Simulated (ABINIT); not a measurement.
Computed results, one entry a study.

### Quasiparticle gap of SrCl2 (Fm-3m) in ABINIT

The structure is cubic, space group Fm-3m (No. 225). Conventional cell: a = 6.977 Å, b = 6.977 Å, c = 6.977 Å, α = 90.00°, β = 90.00°, γ = 90.00°. Nearest to Sr lie 8 Cl at 3.02 Å. Cl has 4 Sr at 3.02 Å nearest. Farther neighbours, and contacts between anions beyond the nearest, are not listed.

```yaml
method: RPA screening on PBE, plane waves, norm-conserving pseudopotentials (and 2 further levels or steps)
program: ABINIT 10.8.3
settings: cutoff 28 Ha, PseudoDojo scalar-relativistic 0.4.1 standard, norm-conserving, ngkpt (2, 2, 2), nband 46, ecuteps 3.2 Ha, inclvkb 2, shiftk (0, 0, 0), symchi 1, awtr 1, frequency ppm, 2×2×2 k-mesh
cost: 5 runs, 49 s in all on 4 MPI ranks of Arm Neoverse V1, shared host
notes: The program’s warnings: nproc spkpt=  >= nkpt= * nsppol=. The cell and positions come from the Crystallography Open Database and are kept as given unless a step says otherwise. Limits: no spin-orbit coupling. The 2×2×2 mesh is coarse for this cell, which bears on the long-range parts of exchange and screening.
pbe_gap: 5.34 eV, indirect
g0w0_gap_on_the_mesh: 7.22 eV
gw_settings: 2×2×2 mesh, 46 bands, screening to 87.1 eV, Godby-Needs plasmon pole
known_limits: short of the basis limit; no spin-orbit coupling; coarse k mesh
```

G0W0 moves the gap on the mesh from 5.34 eV to 7.22 eV (+1.87 eV), with Z of 0.82 and 0.87 at the edges. Local fields lower the RPA ε∞ on this mesh from 3.40 to 2.89; a Γ-centred mesh this coarse tends to raise both, most where the direct gap is narrow, while a short band sum lowers them.

[Long decimals in the printed logs are rounded to 6 places.]

[Logs are printed without paths, hosts, clocks, repeated set-up lines and the standing remarks that a program may print on its own settings, such as how far it seeks lower states.]

[Paths, hosts, dates, memory and timing lines, banners, echoed tables and standing remarks are left out of the program output; an Ansatz launch command may be rebuilt from the run's recorded settings. Measured values are a selection of at most five: reports struck by readers or far from the other reports are left out. None is set beside runs whose start may be inverted or whose files or cutoffs have a known fault.]

[Runs of the session that timed out or met a known fault of the program may be left out.]

[Hosts, paths, dates, database ids (printed as entryN), source tags and the programs' standing remarks are cut or masked in the printed files.]

[G0W0 gaps are taken among the corrected bands and points alone; a level outside them can change the order at an edge.]

[Where Ansatz stands beside ABINIT at settings called matched, ABINIT's density can come from a denser mesh and the files from another edition; pairs whose starting gaps differed by over 0.03 eV were left out, so agreement reads better than it is.]
